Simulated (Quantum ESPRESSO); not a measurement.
# Core-hole calculation of the Gd L₃ edge in Gd2TeO2 (I4/mmm)

What does one-electron theory with a core hole give for the Gd L₃ edge of Gd2TeO2 (I4/mmm)?

Main program and level: Quantum ESPRESSO 7.5; X-ray absorption near-edge structure, plane-wave PAW LDA, one-electron final states by a Lanczos continued fraction, without spin-orbit coupling.

## (1) Starting point

The structure is tetragonal, space group I4/mmm (No. 139). Conventional cell: a = 3.962 Å, b = 3.962 Å, c = 12.532 Å, α = 90.00°, β = 90.00°, γ = 90.00°. Nearest to Gd lie 4 O at 2.28 Å and 5 Te at 3.45 to 4.25 Å and 9 Gd at 3.59 to 4.03 Å. Nearest to Te lie 10 Gd at 3.45 to 4.25 Å. Nearest to O lie 4 Gd at 2.28 Å. Farther neighbours and most contacts between anions are not listed.

## (2) The field without a hole

A plain self-consistent run shows whether there is a gap, which decides the set-up of the core-hole run.

The PAW data sets are made with ld1.x, with reconstruction data.

scf.in reads:

```
&control
   calculation='scf', prefix='x', pseudo_dir='../pp', outdir='tmp', tprnfor=.true.
/
&system
   ibrav=0, nat=5, ntyp=4, nbnd=24
   ecutwfc=47, ecutrho=360
   occupations='smearing', smearing='mv', degauss=0.015
/
&electrons
   conv_thr=5.0e-08, electron_maxstep=120
   mixing_beta=0.5
/
ATOMIC_SPECIES
Gd3 1.0 Gd.lda-spdn-kjpaw.UPF
Gd 1.0 Gd.lda-spdn-kjpaw.UPF
Te 1.0 Te.lda-n-kjpaw.UPF
O 1.0 O.lda-n-kjpaw.UPF
CELL_PARAMETERS angstrom
  -1.98100000 1.98100000 6.26600000
  1.98100000 -1.98100000 6.26600000
  1.98100000 1.98100000 -6.26600000
ATOMIC_POSITIONS crystal
Gd3  0.66067000 0.66067000 0.00000000
Gd   0.33933000 0.33933000 0.00000000
Te   0.00000000 0.00000000 0.00000000
O    0.75000000 0.25000000 0.50000000
O    0.25000000 0.75000000 0.50000000
K_POINTS automatic
9 9 9 0 0 0
```

Command:

```sh
> OMP_NUM_THREADS=1 mpirun --oversubscribe --bind-to none -np 4 pw.x -nk 4 -in scf.in > scf.out
```

What it wrote:

```text
     [... banner and references ...]
using ibrav=0 with symmetry is DISCOURAGED, use correct ibrav instead

     G-vector sticks info
     --------------------

     Using Slab Decomposition

     bravais-lattice index     =            0
     lattice parameter (alat)  =      12.9707  a.u.
     unit-cell volume          =     663.7674 (a.u.)^3
     number of atoms/cell      =            5
     number of atomic types    =            4
     number of electrons       =        40.00
     number of Kohn-Sham states=           24
     kinetic-energy cutoff     =      47.0000  Ry
     charge density cutoff     =     360.0000  Ry
     scf convergence threshold =      5.0E-08
     mixing beta               =       0.5000
     number of iterations used =            8  plain     mixing
     Exchange-correlation= SLA  PZ   NOGX NOGC
                           (   1   1   0   0   0   0   0)

     celldm(1)=  12.970665  celldm(2)=   0.000000  celldm(3)=   0.000000
     celldm(4)=   0.000000  celldm(5)=   0.000000  celldm(6)=   0.000000

     crystal axes: (cart. coord. in units of alat)
               a(1) = (  -0.288616   0.288616   0.912908 )
               a(2) = (   0.288616  -0.288616   0.912908 )
               a(3) = (   0.288616   0.288616  -0.912908 )

     reciprocal axes: (cart. coord. in units 2 pi/alat)
               b(1) = ( -0.000000  1.732403  0.547700 )
               b(2) = (  1.732403 -0.000000  0.547700 )
               b(3) = (  1.732403  1.732403  0.000000 )

     PseudoPot. #1 for Gd:     Pseudo is Projector augmented-wave + core cor, Zval = 11.0

     PseudoPot. #2 for Gd:     Pseudo is Projector augmented-wave + core cor, Zval = 11.0

     PseudoPot. #3 for Te:     Pseudo is Projector augmented-wave + core cor, Zval =  6.0

     ../pp/O.lda-n-kjpaw.UPF
     Pseudo is Projector augmented-wave + core cor, Zval =  6.0
     Shape of augmentation charge: PSQ
     Using radial grid of 1095 points,  4 beta functions with:
                l(1) =   0
                l(2) =   0
                l(3) =   1
                l(4) =   1
     Q(r) pseudized with 0 coefficients

     atomic species   valence    mass     pseudopotential
     Gd3              11.00     1.00000     Gd( 1.00)
     Gd               11.00     1.00000     Gd( 1.00)
     Te                6.00     1.00000     Te( 1.00)
     O                 6.00     1.00000     O ( 1.00)

      8 Sym. Ops. (no inversion) found

   Cartesian axes

     site n.     atom                  positions (alat units)
         1        Gd3    tau(   1) = (  -0.0000000   0.0000000   1.2062619  )
         2        Gd     tau(   2) = (  -0.0000000   0.0000000   0.6195542  )
         3        Te     tau(   3) = (   0.0000000   0.0000000   0.0000000  )
         4        O      tau(   4) = (   0.0000000   0.2886165   0.4564540  )
         5        O      tau(   5) = (   0.2886165   0.0000000   0.4564540  )

     number of k points=    75  Marzari-Vanderbilt smearing, width (Ry)=  0.0150
                       cart. coord. in units 2pi/alat
        k(    1) = (   0.0000000   0.0000000   0.0000000), wk =   0.0027435
        k(    2) = (   0.1924892   0.1924892   0.0000000), wk =   0.0109739
        k(    3) = (   0.3849784   0.3849784   0.0000000), wk =   0.0109739
        k(    4) = (   0.5774676   0.5774676   0.0000000), wk =   0.0109739
        k(    5) = (   0.7699568   0.7699568   0.0000000), wk =   0.0109739
[...]
k(   73) = (   0.1924892   1.3474245  -0.0000000), wk =   0.0219479
        k(   74) = (  -0.0000000  -0.0000000   0.4868447), wk =   0.0054870
        k(   75) = (   0.0000000   1.5399137   0.0000000), wk =   0.0109739

     Dense  grid:    76647 G-vectors     FFT dimensions: (  80,  80,  80)

     Smooth grid:    28943 G-vectors     FFT dimensions: (  60,  60,  60)

     Initial potential from superposition of free atoms

[...]
k =-0.0000-0.1925 0.1826 (  3604 PWs)   bands (ev):

[...]
k =-0.0000-0.3850 0.2434 (  3609 PWs)   bands (ev):

[...]
k = 0.1925-0.1925 0.2434 (  3607 PWs)   bands (ev):

[...]
k =-0.0000-0.5775 0.3043 (  3605 PWs)   bands (ev):

[...]
k = 0.1925-0.3850 0.3043 (  3609 PWs)   bands (ev):

[...]
k = 0.0000 0.9624-0.1826 (  3611 PWs)   bands (ev):

[...]
k =-1.5399-0.5775-0.1826 (  3608 PWs)   bands (ev):

[...]
k =-1.3474-0.3850-0.1826 (  3616 PWs)   bands (ev):

[...]
k =-0.0000 0.7700-0.1217 (  3607 PWs)   bands (ev):

[...]
k = 0.1925 0.9624-0.1217 (  3605 PWs)   bands (ev):

[...]
k =-1.3474-0.5775-0.1217 (  3613 PWs)   bands (ev):

[...]
k = 0.0000 0.5775-0.0609 (  3610 PWs)   bands (ev):

[...]
k = 0.1925 0.7700-0.0609 (  3600 PWs)   bands (ev):

[...]
k = 0.3850 0.9624-0.0609 (  3610 PWs)   bands (ev):

[...]
k =-1.1549-0.5775-0.0609 (  3608 PWs)   bands (ev):

[...]
k =-0.0000 0.3850-0.0000 (  3608 PWs)   bands (ev):

[...]
k =-0.0000-0.0000 0.2434 (  3602 PWs)   bands (ev):

[...]
k =-0.0000-0.1925 0.3043 (  3604 PWs)   bands (ev):

[...]
k =-0.0000-0.3850 0.3651 (  3611 PWs)   bands (ev):

[...]
k = 0.1925-0.1925 0.3651 (  3613 PWs)   bands (ev):

[...]
k =-1.5399-0.3850-0.1217 (  3617 PWs)   bands (ev):

[...]
k =-0.0000 0.9624-0.0609 (  3609 PWs)   bands (ev):

[...]
k = 0.1925 1.1549-0.0609 (  3616 PWs)   bands (ev):

[...]
k =-1.3474-0.3850-0.0609 (  3607 PWs)   bands (ev):

[...]
k = 0.1925 0.9624 0.0000 (  3610 PWs)   bands (ev):

[...]
k = 0.3850 1.1549 0.0000 (  3616 PWs)   bands (ev):

[...]
k =-0.0000-0.0000 0.3651 (  3610 PWs)   bands (ev):

[...]
k =-0.0000-0.1925 0.4260 (  3612 PWs)   bands (ev):

[...]
k = 0.0000 1.3474-0.0609 (  3604 PWs)   bands (ev):

[...]
k =-1.5399-0.1925-0.0609 (  3605 PWs)   bands (ev):

[...]
k =-0.0000 1.1549-0.0000 (  3614 PWs)   bands (ev):

[...]
k = 0.1925 1.3474-0.0000 (  3612 PWs)   bands (ev):

[...]
k =-0.0000-0.0000 0.4868 (  3630 PWs)   bands (ev):

[...]
k = 0.0000 1.5399 0.0000 (  3614 PWs)   bands (ev):

   -34.0008 -33.9411 -12.5054 -11.8593 -11.7400 -11.6055 -11.4919 -11.4728
    -7.7508  -7.3037  -1.0540   4.9041   5.0076   5.0221   5.2798   6.5545
     6.7948   7.5089   8.4649   9.1824  11.6435  12.8264  13.0260  14.2888

     the Fermi energy is    10.3570 ev

!    total energy              =   -1517.36699952 Ry
     total all-electron energy =    -58933.102739 Ry
     estimated scf accuracy    <          2.2E-09 Ry
     smearing contrib. (-TS)   =       0.00000003 Ry
     internal energy E=F+TS    =   -1517.36699955 Ry

     The total energy is F=E-TS. E is the sum of the following terms:
     one-electron contribution =     -78.45316125 Ry
     hartree contribution      =      62.23045701 Ry
     xc contribution           =    -156.63313056 Ry
     ewald contribution        =    -164.28007663 Ry
     one-center paw contrib.   =   -1180.23108812 Ry

     convergence has been achieved in  15 iterations

     Forces acting on atoms (cartesian axes, Ry/au):

     atom    1 type  1   force =    -0.00000000   -0.00000000    0.03944015
     atom    2 type  2   force =     0.00000000   -0.00000000   -0.03944284
     atom    3 type  3   force =     0.00000000    0.00000000   -0.00000051
     atom    4 type  4   force =    -0.00000000   -0.00000000    0.00000160
     atom    5 type  4   force =    -0.00000000   -0.00000000    0.00000160

     Total force =     0.055779     Total SCF correction =     0.000058

     XML data file, charge density, pseudopotentials, collected wavefunctions

=------------------------------------------------------------------------------=
   JOB DONE.
=------------------------------------------------------------------------------=
```

Run time: 2 min. Hardware: 4 MPI ranks of Arm Neoverse V1, shared host; peak memory 0.2 GiB; 8.1 min of CPU time.

Absorbing atoms carry a label of their own (element plus a letter or digit), as the spectrum program needs them as separate species.

The mesh shows a gap of 1.27 eV, so the hole is first treated in a charged cell, without the excited electron.

## (3) Spectrum without a core hole, 

This cheap baseline ignores the attraction of the hole: it shows the absorber's empty states as they are in the ground state.

xspectra.in reads:

```
&input_xspectra
   calculation='xanes_dipole', edge='L3'
   prefix='x', outdir='tmp', xiabs=1, xe0=10.2239
   xonly_plot=.false., x_save_file='xanes.sav'
   xniter=3000, xcheck_conv=20, xerror=0.005
   xcoordcrys=.false., xepsilon(1)=1, xepsilon(2)=0, xepsilon(3)=0
/
&plot
   xnepoint=501, xemin=-10, xemax=70, terminator=.true., cut_occ_states=.true.
   xgamma=0.4
/
&pseudos
   filecore='../Gd.wfc'
/
&cut_occ
   cut_desmooth=0.1, cut_stepl=0.05, cut_stepu=0.05, cut_ierror=1e-5
/
6 6 6 0 0 0
```

Command:

```sh
> OMP_NUM_THREADS=1 mpirun --oversubscribe --bind-to none -np 4 xspectra.x -nk 4 -in xspectra.in > xspectra.out
```

What it wrote:

```text
     [... banner and references ...]
Reading input_file

     calculation: xanes_dipole

     xepsilon  [cartesian coordinates]:   1.000000   0.000000   0.000000

     xonly_plot: FALSE
        => complete calculation: Lanczos + spectrum plot

     filecore (core-wavefunction file): ../Gd.wfc

     main plot parameters:
        cut_occ_states: TRUE
        gamma_mode:  constant
        -> using xgamma [eV]:  0.40
        xemin [eV]: -10.00
        xemax [eV]:  70.00
        xnepoint:  501
        xe0 [eV]:  10.223900 (energy zero read in input file)

[...]
|-------------------------------------------------------------
        |   Norm of the initial Lanczos vector: 0.54356677E-02
[...]
!   => CONVERGED at iter    580 with error=  0.00484126
        |-------------------------------------------------------------
     [... 146 further k-points ...]
        ! k-point #    41:  ( 1.1549,  1.4437,  0.0913),  0.0093,   1
        |-------------------------------------------------------------
        |   Norm of the initial Lanczos vector: 0.54356393E-02
[...]
|   Estimated error at iter    200:   0.07901381
        |   Estimated error at iter    220:   0.07323678
```

The job ended after 15 min (4 MPI ranks; peak memory 0.05 GiB).

The run was cut off at its time limit.

The time allowed ran out, so this step gives no result.

## (4) Supercell without a hole, the energy reference

The photon energy needs a difference of total energies, so the cell and mesh of the coming hole run are first run without a hole.

scf.in reads:

```
&control
   calculation='scf', prefix='x', pseudo_dir='../pp', outdir='tmp', tprnfor=.true.
/
&system
   ibrav=0, nat=10, ntyp=3, nbnd=44
   ecutwfc=47, ecutrho=360
   occupations='fixed'
/
&electrons
   conv_thr=1.0e-07, electron_maxstep=120
   mixing_beta=0.5
/
ATOMIC_SPECIES
Gd 1.0 Gd.lda-spdn-kjpaw.UPF
Te 1.0 Te.lda-n-kjpaw.UPF
O 1.0 O.lda-n-kjpaw.UPF
CELL_PARAMETERS angstrom
  3.96200000 -3.96200000 0.00000000
  3.96200000 3.96200000 0.00000000
  -1.98100000 1.98100000 6.26600000
ATOMIC_POSITIONS crystal
Gd   0.66067000 0.00000000 0.32134000
Gd   0.16067000 0.50000000 0.32134000
Gd   0.33933000 0.00000000 0.67866000
Gd   0.83933000 0.50000000 0.67866000
Te   0.00000000 0.00000000 0.00000000
Te   0.50000000 0.50000000 0.00000000
O    0.00000000 0.25000000 0.50000000
O    0.50000000 0.75000000 0.50000000
O    0.50000000 0.25000000 0.50000000
O    0.00000000 0.75000000 0.50000000
K_POINTS automatic
4 3 4 0 0 0
```

Command:

```sh
> OMP_NUM_THREADS=1 mpirun --oversubscribe --bind-to none -np 4 pw.x -nk 4 -in scf.in > scf.out
```

What it wrote:

```text
     [... banner and references ...]
[banner, memory and clock lines left out]
Found identity + (  0.5000 -0.5000  0.0000) symmetry
     This is a supercell, fractional translations are disabled
     using ibrav=0 with symmetry is DISCOURAGED, use correct ibrav instead

     G-vector sticks info

     bravais-lattice index     =            0
     lattice parameter (alat)  =      10.5884  a.u.
     unit-cell volume          =    1327.5348 (a.u.)^3
     number of atoms/cell      =           10
[...]
Forces acting on atoms (cartesian axes, Ry/au):

     atom    1 type  1   force =     0.00000000    0.00000000    0.03938943
     atom    2 type  1   force =     0.00000000    0.00000000    0.03938962
     atom    3 type  1   force =     0.00000000    0.00000000   -0.03938943
[...]
atom    9 type  3   force =     0.00000013    0.00000013   -0.00000000
     atom   10 type  3   force =    -0.00000013   -0.00000013    0.00000000

     Total force =     0.078779     Total SCF correction =     0.000130

     XML data file, charge density, pseudopotentials, collected wavefunctions
[key lines of the parts left out:]
!    total energy              =   -3034.73376759 Ry
convergence has been achieved in  15 iterations
```

The job ended after 66 s (4 MPI ranks; peak memory 0.29 GiB; 4.4 min of CPU time).

Reference energy: -1603651.418 eV with the cores included.

## (5) The atom with a core hole

The frozen core must hold the hole, so the absorber gets a data set of its own.

Gd.lda-spdn-kjpaw-2pch.ld1.in reads:

```
&input
   title='Gd', zed=64., rel=1, iswitch=3, dft='PZ',
   config='1s2 2s2 2p5 3s2 3p6 3d10 4s2 4p6 4d10 5s2 5p6 4f7.0 5d2 6s1.5 6p0.5'
/
&inputp
   file_pseudopw='Gd.lda-spdn-kjpaw-2pch.UPF', author='',
   lpaw=.true.,
   pseudotype=3,
   lloc=-1,
   rcloc=2.0,
   which_augfun='PSQ',
   rmatch_augfun_nc=.true.,
   nlcc=.true.,
   new_core_ps=.true.,
   rcore=1.1,
   tm=.true.,
   zval=12,
   lgipaw_reconstruction=.true., use_paw_as_gipaw=.true.
/
6
5S  1  0  2.00  0.00  1.30  1.70  0.0
6S  2  0  1.50  0.00  1.30  1.70  0.0
5P  2  1  6.00  0.00  1.30  1.80  0.0
6P  3  1  0.50  0.00  1.30  1.80  0.0
5D  3  2  2.00  0.00  1.30  2.00  0.0
5D  3  2  0.00  2.00  1.30  2.00  0.0
```

Command:

```sh
> ld1.x < Gd.lda-spdn-kjpaw-2pch.ld1.in > Gd.lda-spdn-kjpaw-2pch.ld1.out
```

What it wrote:

```text
     [... banner and references ...]
PAW data will be used for GIPAW calculation
     --------------------------- All-electron run ----------------------------

     Gd
     scalar relativistic calculation

     atomic number is 64.00
     dft =PZ   lsd =0 sic =0 latt =0  beta=0.20 tr2=1.0E-14
     Exchange-correlation= PZ
                           (   1   1   0   0   0   0   0)
     mesh =1263 r(mesh) = 101.10069 a.u. xmin = -7.00 dx = 0.01250
     1 Ry =  13.60569312 eV, c = 137.03599908

     n l     nl                  e(Ry)          e(Ha)          e(eV)
     1 0     1S 1( 2.00)     -3699.5807     -1849.7904    -50335.3600
     2 0     2S 1( 2.00)      -619.8006      -309.9003     -8432.8173
     2 1     2P 1( 5.00)      -554.4175      -277.2087     -7543.2340
[...]
3 2     3D 1(10.00)       -91.5392       -45.7696     -1245.4549
[...]
4 2     4D 1(10.00)       -11.9612        -5.9806      -162.7407
[...]
final scf error:  4.1E-15 reached in  30 iterations

     Etot =  -21980.425564 Ry,  -10990.212782 Ha, -299058.924933 eV

     Ekin =   23614.311191 Ry,   11807.155595 Ha,  321289.071371 eV
     Encl =  -53608.356127 Ry,  -26804.178063 Ha, -729378.842286 eV
     Eh   =    8481.044819 Ry,    4240.522409 Ha,  115390.493165 eV
     Exc  =    -467.425447 Ry,    -233.712723 Ha,   -6359.647183 eV

     normalization and overlap integrals

     s(1S/1S) =  1.000000  <r> =   0.0219  <r2> =    0.0007  r(max) =   0.0140
     s(1S/2S) = -0.023030
     s(1S/3S) = -0.010030
     s(1S/4S) = -0.004855
[...]
s(2S/2S) =  1.000000  <r> =   0.0929  <r2> =    0.0102  r(max) =   0.0784
[...]
normalization and overlap integrals

[...]
s(3D/3D) =  1.000000  <r> =   0.2169  <r2> =    0.0553  r(max) =   0.1766
     s(3D/4D) = -0.001297
     s(3D/5D) = -0.000301
[...]
s(4S/6S) = -0.000177
[...]
s(4P/6P) = -0.000109
     s(4D/4D) =  1.000000  <r> =   0.6185  <r2> =    0.4434  r(max) =   0.5440
     s(4D/5D) = -0.000223
     s(5S/5S) =  1.000000  <r> =   1.2967  <r2> =    1.8907  r(max) =   1.1660
     s(5S/6S) = -0.000096
     s(5P/5P) =  1.000000  <r> =   1.5040  <r2> =    2.5680  r(max) =   1.3213
     s(5P/6P) = -0.000055
     s(4F/4F) =  1.000000  <r> =   0.7861  <r2> =    0.7891  r(max) =   0.5372
     s(5D/5D) =  1.000000  <r> =   2.4637  <r2> =    7.3611  r(max) =   1.8060
     s(6S/6S) =  1.000000  <r> =   3.7462  <r2> =   15.9497  r(max) =   3.1696
     s(6P/6P) =  1.000000  <r> =   5.2286  <r2> =   31.5136  r(max) =   4.2786

     ------------------------ End of All-electron run ------------------------

     ---------------------- Testing the pseudopotential ----------------------

     Gd
     scalar relativistic calculation

     atomic number is 64.00   valence charge is 12.00
     dft = SLA  PZ   NOGX NOGC   lsd =0 sic =0 latt =0  beta=0.20 tr2=1.0E-14
     mesh =1263 r(mesh) = 101.10069 xmin = -7.00 dx = 0.01250

     n l     nl             e AE (Ry)        e PS (Ry)    De AE-PS (Ry)
[...]
3 1     6P   1( 0.50)       -0.13165       -0.13164       -0.00000
     3 2     5D   1( 2.00)       -0.31850       -0.31849       -0.00001

     eps = 1.4E-16  iter =  6

     Etot =  -21980.425564 Ry,  -10990.212782 Ha, -299058.924933 eV
     Etotps =  -539.354222 Ry,    -269.677111 Ha,   -7338.288034 eV

     Ekin =     162.871379 Ry,      81.435690 Ha,    2215.978007 eV
     Encl =    -302.460082 Ry,    -151.230041 Ha,   -4115.179054 eV
     Ehrt =      67.660071 Ry,      33.830035 Ha,     920.562162 eV
     Ecxc =    -467.425591 Ry,    -233.712796 Ha,   -6359.649149 eV
     (Ecc =     -46.147202 Ry,     -23.073601 Ha,    -627.864670 eV)

     ---------------------- End of pseudopotential test ----------------------
```

Wall time 0.89 s (1 MPI rank); peak memory 0.13 GiB.

[end of part 1 of 3]

[Banner, clock and machine lines of the logs are left out without a mark of their own.]

[Logs are printed without paths, hosts, clocks, repeated set-up lines and the standing remarks that a program may print on its own settings, such as how far it seeks lower states.]

[Hosts, paths, dates, database ids (printed as entryN), source tags and the programs' standing remarks are cut or masked in the printed files.]

[Lists of maxima count a maximum above −3 eV only where it reaches 4 % of the highest in the window and stands out from its surroundings by 2 % of it (1.5 % where it reaches 55 %); shoulders and weaker maxima are passed over, and of the rest the first, up to two pre-edge ones and the few strongest are named.]
